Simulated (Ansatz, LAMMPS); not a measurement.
## Structural relaxation of glassy 68GeO2-32ZnO (mol %) (91 atoms)

Aim: bring glassy 68GeO2-32ZnO (mol %) (91 atoms) to a nearby minimum of the energy and see what moves.

Method: Kohn-Sham DFT, PBE, PAW (set soft_2), plane waves, in Ansatz 0.2.0.

### Step 1. Starting point

The cell holds 91 atoms: 23 Ge, 11 Zn and 57 O. Its edges and angles: a = 11.046 Å, b = 11.046 Å, c = 11.046 Å, α = 90.0°, β = 90.0°, γ = 90.0°. 91 atoms (23 Ge, 11 Zn, 57 O) placed at random at 4 g/cm³, melted at 4000 K for 10 ps at fixed volume with the Morse and Coulomb pair potential with partial charges (Pedone, Malavasi, Menziani, Cormack and Segre, J. Phys. Chem. B 110, 11780 (2006)). Quenched from 4000 K to 300 K at 50 K/ps and fixed volume, held 10 ps at zero pressure, then minimised at fixed cell.

Limits known from the start: The quench rate of 50 K/ps far exceeds what a furnace or splat quench reaches, so expect more defects and frozen-in strain than in a real sample. The network of bonds at the start is that of the classical potential that made the cell. Sampling is at Γ alone, for a cell whose shortest periodic width is 11 Å.

### Step 2. Single point at the start

A single point comes first, to see the forces before anything moves.

Input file input.yaml:

```yaml
crystal:
  lattice:
    - [11.04645, 0.0, 0.0]
    - [0.0, 11.04645, 0.0]
    - [0.0, 0.0, 11.04645]
  atoms:
    - { symbol: Ge, position: [0.59686, 0.01404, 0.08646] }
    - { symbol: Ge, position: [0.5484, 0.54177, 0.29172] }
    - { symbol: Ge, position: [0.02715, 0.6737, 0.7933] }
    - { symbol: Ge, position: [0.33955, 0.97087, 0.46308] }
    [... 81 atom lines left out ...]
    - { symbol: O, position: [0.02689, 0.72565, 0.3485] }
    - { symbol: O, position: [0.64577, 0.42008, 0.29849] }
    - { symbol: O, position: [0.35562, 0.83297, 0.10206] }
    - { symbol: O, position: [0.83336, 0.3523, 0.13284] }
    - { symbol: O, position: [0.86486, 0.50573, 0.33928] }
    - { symbol: O, position: [0.08668, 0.81297, 0.77583] }
kpoints:
  mp_grid: { grid: [1, 1, 1] }
hamiltonian:
  xc: pbe
scf:
  occupations: { method: fixed }
output:
  forces: true
  stress: true
  populations: true
  dos:
    method: { smearing: { sigma: 0.15 } }
    de: 0.1
    projected: { site_lists: { Ge: [Ge], O: [O], Zn: [Zn] } }
  eigenvalues: true
```

Run with:

```console
$ ansatz run input.yaml --threads 4 --pin off --max-ram 8192MiB --backend cpu --events-out ev --progress --plain --runs-dir out
```

Elapsed: 28 s, on 4 threads of Arm Neoverse V2, shared host; peak memory 2 GiB; 1.8 min of CPU time.

Read from the output:

- free energy: -167622.8263 eV
- free energy per atom: -1842.0091 eV/atom
- SCF cycles: 10
- pressure: 6.625 GPa
- r.m.s. force component: 0.899 eV/Å
- longest force: 2.797 eV/Å
- Fermi energy: 4.471 eV
- gap (highest filled to lowest empty level): 1.378 eV
- spilling of the projection: 0.005955

The r.m.s. force component of 0.90 eV/Å and the pressure of 6.6 GPa set the starting point.

Neighbours are counted within 2.08 Å (O-Ge), 2.48 Å (O-Zn).

Length of the force by element and coordination:

| element | coordination | atoms | mean length of the force (eV/Å) | spread | least | most |
| --- | --- | --- | --- | --- | --- | --- |
| Ge | all | 23 | 1.38 | 0.565 | 0.44 | 2.54 |
| Ge | 4 | 22 | 1.42 | 0.540 | 0.621 | 2.54 |
| Ge | 5 | 1 | 0.44 | 0 | 0.44 | 0.44 |
| O | all | 57 | 1.56 | 0.535 | 0.548 | 2.80 |
| O | 2 | 35 | 1.50 | 0.549 | 0.548 | 2.48 |
| O | 3 | 21 | 1.70 | 0.452 | 1.06 | 2.80 |
| O | 4 | 1 | 0.600 | 0 | 0.600 | 0.600 |
| Zn | all | 11 | 1.06 | 0.502 | 0.359 | 1.78 |
| Zn | 3 | 1 | 1.38 | 0 | 1.38 | 1.38 |
| Zn | 4 | 9 | 1.10 | 0.490 | 0.388 | 1.78 |
| Zn | 5 | 1 | 0.359 | 0 | 0.359 | 0.359 |

### Step 3. Relaxation

With the cell held, the atoms are moved downhill towards a nearby minimum.

input.yaml, the sections that differ from step 2:

```yaml
output:
  forces: true
relax:
  f_tol: 0.03
  max_steps: 200
# crystal, kpoints, hamiltonian, scf: as in step 2
```

It took 2.7 min on 4 threads; peak memory 1.9 GiB.

Step by step:

| step | energy less that of the first step (eV) | largest force component (eV/Å) |
| --- | --- | --- |
| 1 | 0.0000 | 2.6013 |
| 2 | -3.9130 | 1.7421 |
| 3 | -6.7676 | 0.6025 |
| 4 | -7.4582 | 0.9262 |
| 5 | -7.7154 | 0.7262 |
| 6 | -7.9695 | 0.5351 |
| 7 | -8.0562 | 0.2541 |
| 8 | -8.0803 | 0.2860 |
| 9 | -8.0834 | 0.1843 |
| 10 | -8.1155 | 0.1278 |
| 11 | -8.1242 | 0.0438 |
| 12 | -8.1264 | 0.0212 |

The atoms that moved most (Å):

| atom | dx | dy | dz | length |
| --- | --- | --- | --- | --- |
| O81 | 0.348 | -0.560 | 0.163 | 0.680 |
| O88 | -0.253 | -0.040 | 0.593 | 0.646 |
| O83 | -0.447 | -0.296 | -0.244 | 0.589 |
| O82 | -0.260 | -0.481 | -0.063 | 0.551 |
| Ge9 | 0.441 | 0.187 | -0.177 | 0.511 |
| Zn26 | 0.445 | 0.182 | 0.161 | 0.507 |
| O71 | -0.034 | 0.343 | 0.313 | 0.465 |
| O78 | -0.239 | -0.300 | -0.262 | 0.464 |

The relaxation changed the energy by -89.3 meV/atom, and atoms moved by 0.28 Å r.m.s., 0.68 Å at most.

### Step 4. Distances and neighbours after relaxation

Bonds before and after, by the cutoffs listed below:

| pair | bonds before | bonds after | mean before (Å) | mean after (Å) | spread before (Å) | spread after (Å) |
| --- | --- | --- | --- | --- | --- | --- |
| O-Ge | 95 | 97 | 1.742 | 1.805 | 0.082 | 0.074 |
| O-Zn | 44 | 45 | 2.026 | 2.030 | 0.097 | 0.098 |

Density 4.07 g/cm³, 14.81 Å³ an atom.

Pair distribution functions g(r), in bins of 0.2 Å:

| r (Å) | total | O-O | O-Ge | O-Zn | Ge-Ge | Ge-Zn | Zn-Zn |
| --- | --- | --- | --- | --- | --- | --- | --- |
| 1.60 | 0.05 | 0.00 | 0.15 | 0.00 | 0.00 | 0.00 | 0.00 |
| 1.80 | 3.71 | 0.00 | 11.22 | 0.98 | 0.00 | 0.00 | 0.00 |
| 2.00 | 1.11 | 0.00 | 0.64 | 6.00 | 0.00 | 0.00 | 0.00 |
| 2.20 | 0.40 | 0.00 | 0.18 | 2.25 | 0.00 | 0.00 | 0.00 |
| 2.40 | 0.11 | 0.16 | 0.08 | 0.16 | 0.00 | 0.00 | 0.00 |
| 2.60 | 0.38 | 0.91 | 0.00 | 0.13 | 0.00 | 0.00 | 0.00 |
| 2.80 | 1.21 | 2.83 | 0.00 | 0.43 | 0.25 | 0.00 | 1.07 |
| 3.00 | 1.48 | 3.12 | 0.05 | 0.47 | 0.23 | 1.68 | 3.91 |
| 3.20 | 0.81 | 0.77 | 0.16 | 0.34 | 3.14 | 2.70 | 2.54 |
| 3.40 | 1.20 | 1.09 | 0.67 | 0.80 | 3.56 | 2.98 | 2.29 |
| 3.60 | 0.77 | 0.58 | 0.85 | 0.80 | 0.00 | 2.00 | 2.04 |
| 3.80 | 0.93 | 0.66 | 1.23 | 1.38 | 0.28 | 0.90 | 0.00 |
| 4.00 | 0.94 | 0.78 | 1.21 | 1.17 | 0.25 | 0.80 | 0.57 |
| 4.20 | 1.05 | 0.58 | 1.75 | 1.35 | 0.68 | 0.24 | 0.00 |
| 4.40 | 1.16 | 0.69 | 1.77 | 1.33 | 0.93 | 0.99 | 0.44 |
| 4.60 | 1.29 | 1.00 | 1.86 | 1.38 | 0.67 | 0.89 | 0.00 |
| 4.80 | 1.02 | 0.90 | 1.00 | 1.57 | 1.13 | 0.55 | 0.78 |
| 5.00 | 0.91 | 1.09 | 0.69 | 0.79 | 1.46 | 0.51 | 1.41 |
| 5.20 | 1.06 | 1.29 | 0.88 | 0.95 | 1.20 | 0.79 | 0.33 |
| 5.40 | 1.04 | 1.25 | 0.63 | 0.67 | 1.86 | 1.32 | 3.63 |

Bonds by pair of elements; cutoffs follow the first minimum of g(r), held within bounds set by covalent radii, and pairs that aren't listed don't count as bonded:

| pair A-B | cutoff (Å) | bonds | mean length (Å) | spread (Å) | shortest (Å) | B about A | A about B |
| --- | --- | --- | --- | --- | --- | --- | --- |
| O-Ge | 2.27 | 97 | 1.80 | 0.074 | 1.69 | 1.70 | 4.22 |
| O-Zn | 2.48 | 45 | 2.03 | 0.098 | 1.83 | 0.789 | 4.09 |

How many atoms have how many bonded neighbours:

| element | mean | 2 | 3 | 4 | 5 |
| --- | --- | --- | --- | --- | --- |
| Ge | 4.22 | 0 | 0 | 18 | 5 |
| O | 2.49 | 30 | 26 | 1 | 0 |
| Zn | 4.09 | 0 | 1 | 8 | 2 |

Bond angles, per cent of each kind in bins of 5°:

| angle (°) | O-Ge-O | O-Zn-O | Ge-O-Zn | Ge-O-Ge | Zn-O-Zn |
| --- | --- | --- | --- | --- | --- |
| 70–75 | 0.0 | 7.0 | 0.0 | 0.0 | 0.0 |
| 75–80 | 1.9 | 1.4 | 0.0 | 0.0 | 0.0 |
| 80–85 | 2.5 | 5.6 | 0.0 | 0.0 | 0.0 |
| 85–90 | 5.1 | 4.2 | 1.7 | 0.0 | 20.0 |
| 90–95 | 6.3 | 14.1 | 5.1 | 0.0 | 13.3 |
| 95–100 | 10.1 | 7.0 | 10.2 | 10.0 | 20.0 |
| 100–105 | 10.8 | 5.6 | 3.4 | 0.0 | 6.7 |
| 105–110 | 19.0 | 15.5 | 10.2 | 0.0 | 6.7 |
| 110–115 | 24.1 | 14.1 | 8.5 | 0.0 | 13.3 |
| 115–120 | 10.8 | 2.8 | 13.6 | 0.0 | 6.7 |
| 120–125 | 3.2 | 2.8 | 6.8 | 12.5 | 13.3 |
| 125–130 | 1.3 | 5.6 | 10.2 | 15.0 | 0.0 |
| 130–135 | 1.3 | 1.4 | 8.5 | 30.0 | 0.0 |
| 135–140 | 0.0 | 5.6 | 10.2 | 10.0 | 0.0 |
| 140–145 | 0.0 | 0.0 | 6.8 | 15.0 | 0.0 |
| 145–150 | 0.0 | 2.8 | 1.7 | 2.5 | 0.0 |
| 150–155 | 0.0 | 1.4 | 3.4 | 2.5 | 0.0 |
| 155–160 | 0.0 | 0.0 | 0.0 | 2.5 | 0.0 |
| 160–165 | 0.6 | 1.4 | 0.0 | 0.0 | 0.0 |
| 165–170 | 1.9 | 1.4 | 0.0 | 0.0 | 0.0 |
| 170–175 | 1.3 | 0.0 | 0.0 | 0.0 | 0.0 |

Bond angles (no mean is given where the spread exceeds 20°):

| angle | count | mean (°) | spread (°) |
| --- | --- | --- | --- |
| O-Ge-O | 158 | 108 | 16.1 |
| O-Zn-O | 71 | - | - |
| Ge-O-Zn | 59 | 120 | 16.8 |
| Ge-O-Ge | 40 | 131 | 13.3 |
| Zn-O-Zn | 15 | 103 | 12.1 |

Oxygen atoms by the number of network formers (Si, P, Ge, B, Al, As, Ga) bound to them:

| network formers bound to O | O atoms | per cent |
| --- | --- | --- |
| 0 | 0 | 0 |
| 1 | 17 | 29.8 |
| 2 | 40 | 70.2 |

Network units: each former by its oxygen neighbours and how many of them bridge to another former:

| former | O neighbours | bridging O | atoms |
| --- | --- | --- | --- |
| Ge | 4 | 2 | 4 |
| Ge | 4 | 3 | 5 |
| Ge | 4 | 4 | 9 |
| Ge | 5 | 2 | 1 |
| Ge | 5 | 4 | 1 |
| Ge | 5 | 5 | 3 |

Bond length by coordination (bonds to H left out):

| element | coordination | atoms | mean bond length (Å) |
| --- | --- | --- | --- |
| Ge | 4 | 18 | 1.78 |
| Ge | 5 | 5 | 1.88 |
| O | 2 | 30 | 1.78 |
| O | 3 | 26 | 1.94 |
| O | 4 | 1 | 2.04 |
| Zn | 3 | 1 | 1.91 |
| Zn | 4 | 8 | 2.02 |
| Zn | 5 | 2 | 2.09 |

Rings of the network by King's shortest-path rule, up to 12 atoms, one path for each pair of neighbours; H, halogens, alkali and alkaline-earth atoms are left out, and the last column divides by all other atoms, bonded or not:

| ring size (atoms) | rings | per network atom |
| --- | --- | --- |
| 4 | 12 | 0.132 |
| 6 | 20 | 0.22 |
| 8 | 35 | 0.385 |
| 10 | 37 | 0.407 |
| 12 | 20 | 0.22 |

For some of the pairs, g(r) has its first main peak near 2.9 Å (O-O), 1.8 Å (O-Ge), 2.0 Å (O-Zn), 3.3 Å (Ge-Ge), 3.3 Å (Ge-Zn) and 3.0 Å (Zn-Zn). Counting bonds as in the table, 78 % of Ge atoms have 4, 53 % of O atoms have 2 and 73 % of Zn atoms have 4 bonded neighbours. The O-Ge-O angle averages 108° with a spread of 16°. Counting bonds to Ge alone, not to Zn, 70 % of the oxygens join two of these atoms and 30 % one. The commonest Ge unit has 4 oxygens, 4 of them shared with other formers (9 of 23 atoms). Rings of 10 atoms are the most common (30 % of those counted); sizes run from 4 to 12, where the search stops.

### Step 5. Single point at the relaxed geometry

One more single point at the end of the walk gives the fuller output and checks the residual forces.

Input file input.yaml:

```yaml
crystal:
  lattice:
    - [11.04645, 0.0, 0.0]
    - [0.0, 11.04645, 0.0]
    - [0.0, 0.0, 11.04645]
  atoms:
    - { symbol: Ge, position: [0.58966, 0.9958, 0.09482] }
    - { symbol: Ge, position: [0.56167, 0.53691, 0.30149] }
    - { symbol: Ge, position: [0.03095, 0.67531, 0.78765] }
    - { symbol: Ge, position: [0.33968, 0.96444, 0.45924] }
    [... 81 atom lines left out ...]
    - { symbol: O, position: [0.02344, 0.74802, 0.3298] }
    - { symbol: O, position: [0.66077, 0.41379, 0.31264] }
    - { symbol: O, position: [0.33276, 0.82933, 0.15576] }
    - { symbol: O, position: [0.8272, 0.37249, 0.1207] }
    - { symbol: O, position: [0.88601, 0.53348, 0.33863] }
    - { symbol: O, position: [0.09088, 0.81897, 0.76573] }
kpoints:
  mp_grid: { grid: [1, 1, 1] }
hamiltonian:
  xc: pbe
scf:
  occupations: { method: fixed }
output:
  forces: true
  stress: true
  populations: true
  dos:
    method: { smearing: { sigma: 0.1 } }
    de: 0.1
    projected: { site_lists: { Ge: [Ge], O: [O], Zn: [Zn] } }
  eigenvalues: true
  write_density: true
  write_potential: true
  volumetric_format: npy
  elf: true
```

The job ended after 29 s (4 threads; peak memory 2 GiB).

Numbers from this run:

| Property | Result |
| --- | --- |
| free energy | -167630.9526 eV |
| free energy per atom | -1842.0984 eV/atom |
| SCF cycles | 10 |
| pressure | -1.302 GPa |
| r.m.s. force component | 0.00508 eV/Å |
| longest force | 0.02275 eV/Å |
| Fermi energy | 4.01 eV |
| gap (highest filled to lowest empty level) | 1.697 eV |
| spilling of the projection | 0.005869 |

Löwdin charges by element and coordination (they lack the spilled electrons, 0.051 e an atom on average):

| element | coordination | atoms | mean charge (e) | spread | least | most |
| --- | --- | --- | --- | --- | --- | --- |
| Ge | all | 23 | 1.54 | 0.0382 | 1.43 | 1.60 |
| Ge | 4 | 18 | 1.55 | 0.0268 | 1.50 | 1.60 |
| Ge | 5 | 5 | 1.49 | 0.0347 | 1.43 | 1.53 |
| O | all | 57 | -0.825 | 0.0984 | -1.05 | -0.708 |
| O | 2 | 30 | -0.762 | 0.0613 | -0.936 | -0.708 |
| O | 3 | 26 | -0.889 | 0.0789 | -1.01 | -0.786 |
| O | 4 | 1 | -1.05 | 0 | -1.05 | -1.05 |
| Zn | all | 11 | 1.49 | 0.0136 | 1.47 | 1.51 |
| Zn | 3 | 1 | 1.47 | 0 | 1.47 | 1.47 |
| Zn | 4 | 8 | 1.49 | 0.0143 | 1.47 | 1.51 |
| Zn | 5 | 2 | 1.49 | 0.0063 | 1.49 | 1.50 |

Density of states as counts of states in windows of 1 eV (from the Fermi level), total and the larger projections:

| from (eV) | to (eV) | total | O p | Zn d | Ge p | Ge s |
| --- | --- | --- | --- | --- | --- | --- |
| -10 | -9 | 6.8 | 3.8 | 0.0 | 0.2 | 2.4 |
| -9 | -8 | 13.3 | 7.4 | 0.2 | 0.6 | 4.1 |
| -8 | -7 | 14.3 | 8.2 | 0.6 | 0.9 | 3.3 |
| -7 | -6 | 14.1 | 7.8 | 2.1 | 1.2 | 1.8 |
| -6 | -5 | 61.3 | 28.9 | 23.5 | 6.6 | 0.4 |
| -5 | -4 | 87.5 | 25.2 | 55.5 | 4.1 | 0.4 |
| -4 | -3 | 51.0 | 28.8 | 14.4 | 3.8 | 0.4 |
| -3 | -2 | 65.3 | 53.1 | 5.4 | 3.1 | 0.3 |
| -2 | -1 | 85.6 | 77.7 | 4.0 | 1.4 | 0.2 |
| -1 | 0 | 51.0 | 45.9 | 3.4 | 0.6 | 0.1 |
| 0 | 1 | 1.6 | 1.5 | 0.1 | 0.0 | 0.0 |
| 1 | 2 | 2.0 | 0.3 | 0.0 | 0.0 | 0.8 |
| 2 | 3 | 0.0 | 0.0 | 0.0 | 0.0 | 0.0 |
| 3 | 4 | 10.3 | 2.7 | 0.0 | 1.0 | 3.8 |
| 4 | 5 | 18.5 | 4.9 | 0.0 | 2.2 | 6.1 |

With fixed occupations the program's Fermi level is the highest filled level; weight inside the gap is the broadening of levels at its edges.

Between -25 and -10 eV lie 344 more states.

The levels nearest the highest filled one (over half full), pooled over k-points and spins:

| level less the highest filled one (eV) | occupation |
| --- | --- |
| -0.386 | 2 |
| -0.301 | 2 |
| -0.225 | 2 |
| -0.173 | 2 |
| -0.128 | 2 |
| 0 | 2 |
| 1.70 | 0 |
| 3.36 | 0 |
| 3.39 | 0 |
| 3.59 | 0 |
| 3.67 | 0 |
| 3.82 | 0 |

Mean Löwdin charges: Ge +1.54, O -0.82, Zn +1.49 e (they miss 0.59 % of the electrons, so they add up to more than the cell's charge). The largest share in the top eV of filled states is O p (91 % of the projected weight), and in the lowest eV of empty states Ge s (38 % of the projected weight).

### Step 6. Outcome

| Item | Value |
| --- | --- |
| energy change in the relaxation | -89.3 meV/atom |
| r.m.s. displacement | 0.278 Å |
| largest displacement | 0.68 Å |
| free energy per atom | -1842.0984 eV/atom |
| pressure | -1.302 GPa |
| r.m.s. force component | 0.00508 eV/Å |
| gap (highest filled to lowest empty level) | 1.697 eV |
| wall time of the 3 DFT runs | 3.6 min |

In words: Relaxation lowers the energy by 89.3 meV/atom and moves atoms by 0.28 Å r.m.s.; the r.m.s. force component goes from 0.90 to 0.0051 eV/Å, the pressure goes from 6.6 to -1.3 GPa, and the gap from 1.38 to 1.70 eV. By the final cutoffs 1 of 139 bonded pairs parted and 4 joined. First to last step the energy falls by 8.126 eV; the largest move, 0.68 Å, is that of O81. The O-Ge bonds change most in mean length: from 1.742 Å (spread 0.082) to 1.805 Å (spread 0.074), and their number from 95 to 97. Counting bonds as in the table, 78 % of Ge atoms have 4, 53 % of O atoms have 2 and 73 % of Zn atoms have 4 bonded neighbours. Counting bonds to Ge alone, not to Zn, 70 % of the oxygens join two of these atoms and 30 % one. Between filled and empty levels lie 1.70 eV (at Γ alone); a semilocal functional tends to put such gaps too low. In a disordered cell it changes from sample to sample, and tail or defect levels can set it.

What to keep in mind: The network of bonds at the start is that of the classical potential that made the cell; in DFT 1 of its 139 bonded pairs passed out of the cutoffs and 4 came within them.

[Logs are printed without paths, hosts, clocks, repeated set-up lines and the standing remarks that a program may print on its own settings, such as how far it seeks lower states.]

[Hosts, paths, dates, database ids (printed as entryN), source tags and the programs' standing remarks are cut or masked in the printed files.]
